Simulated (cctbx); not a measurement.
**Which space group?**

Cell: a = 5.9380 Å, b = 5.9380 Å, c = 4.7600 Å, α = 90.00°, β = 90.00°, γ = 120.00°. Expected content of the cell: Tl2 Cu6.

The data are simulated with cctbx, not measured: Cu Kα, λ = 1.54184 Å, to d = 0.8 Å, 70 % of the full sphere, strongest reflection 70000 counts, noise from counting, a 6 % proportional error and a noise floor of 8 counts (s.d.); no absorption.

A first pass over the reflections prints:

```text
836 reflections to d = 0.801 A
centring   violations  <I/sigma> of those
    A        372 of   421     13.3
    B        357 of   408     13.1
    C        377 of   401     13.6
    I        367 of   416     13.3
    R        499 of   551     13.7
    F        553 of   615     13.3
Laue class    unique    Rint  (classes that these axes allow; Friedel mates merged)
P -1              541   0.032
P 1 1 2/m         328   0.039
P -3              200   0.044
P -3 1 m          120   0.046
P -3 m 1          131   0.045
P 6/m             115   0.046
P 6/m m m          83   0.047
space group    extra absences  I>4sigma  <I/sigma>
P 6 2 2                 0          0         -  acentric
P 63 2 2                4          0       0.0  acentric
P 6 m m                 0          0         -  acentric
P 63 m c               62          0      -0.0  acentric
P -6 m 2                0          0         -  acentric
P -6 2 m                0          0         -  acentric
P -6 2 c               62          0      -0.0  acentric
P 6/m m m               0          0         -  centric
P 63/m m c             62          0      -0.0  centric
Wilson B = 0.92 A^2   <|E^2-1|> = 0.738 (0.968 centric, 0.736 acentric)   E^2>4: 0.0 %
shell (A)         n   <I/sigma>
 5.14 - 1.45     19     32.9
 1.45 - 1.15     15     35.4
 1.15 - 1.01     12     45.1
 1.01 - 0.92     13     40.5
 0.92 - 0.85     12     45.6
 0.85 - 0.80     12     33.7
```

Q: Read the symmetry from these tables.

Every centring test has many violations, so the lattice is primitive.

Rint stays low (0.032 to 0.047) up to P 6/m m m, the highest class in these axes.

9 settings pass the absence test. The most absences obeyed, 62, belong to P 63 m c, P -6 2 c and P 63/m m c, which absences can't tell apart.

⟨|E²−1|⟩ = 0.738 leans to a non-centrosymmetric structure. Here that hint misleads: the statistic assumes many like atoms on general positions, and few, heavy or special-position atoms break it. The Wilson B of 0.92 Å² means U ≈ 0.0117 Å².

The true group is P6_3/mmc (no. 194), Laue class 6/mmm, centrosymmetric. The tables only narrow the choice to the tied entries; cell content, site symmetry and trial solutions must settle it.

This is a model crystal, built by substitution and not relaxed, with assumed displacement parameters.

[Logs are printed without paths, hosts, clocks, repeated set-up lines and the standing remarks that a program may print on its own settings, such as how far it seeks lower states.]
